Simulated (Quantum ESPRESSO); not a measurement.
# Energy and gap at +3 % biaxial strain: 2H-ZrBr2, 1 layer

Method. Quantum ESPRESSO 7.5 driven by ASE, PBE, GBRV ultrasoft, ESM (bc1); atomic heights clamped; cell area 10.992 Å² at zero strain.

```
strain (%)  energy (meV a cell)  gap on the mesh (eV)
        −3                74.30                 0.825
      −1.5                18.04                 0.868
         0                 0.00                 0.905
      +1.5                15.70                 0.919
```

**Question.** What are energy and gap at +3 %, and how stiff is the sheet?

By hand: About zero, E'' = (18.04 + 15.70 − 2 × 0.00)/1.5² = 15.00 meV per %² and E' = (15.70 − 18.04)/3 = −0.78 meV per %. With E = A K ε², where K = (C11 + C22)/2 + C12 (C11 + C12 for a hexagonal sheet), K = 15.00 × 10/(2 × 10.992) × 16.02 = 109 N/m. The parabola gives E(+3 %) = 0.00 + 3 × (−0.78) + 4.5 × 15.00 = 65.1 meV. Continuing the last slope, the gap is 2 × 0.919 − 0.905 = 0.933 eV.

**Check.** E = 61.2 meV and the gap 0.930 eV. The parabola misses by +4.0 meV, too high, since bonds soften under tension. The gap's line misses by +0.003 eV.

Caveats: Clamped heights stiffen sheets with several planes. Semilocal gap, no spin-orbit coupling.

[Logs are printed without paths, hosts, clocks, repeated set-up lines and the standing remarks that a program may print on its own settings, such as how far it seeks lower states.]
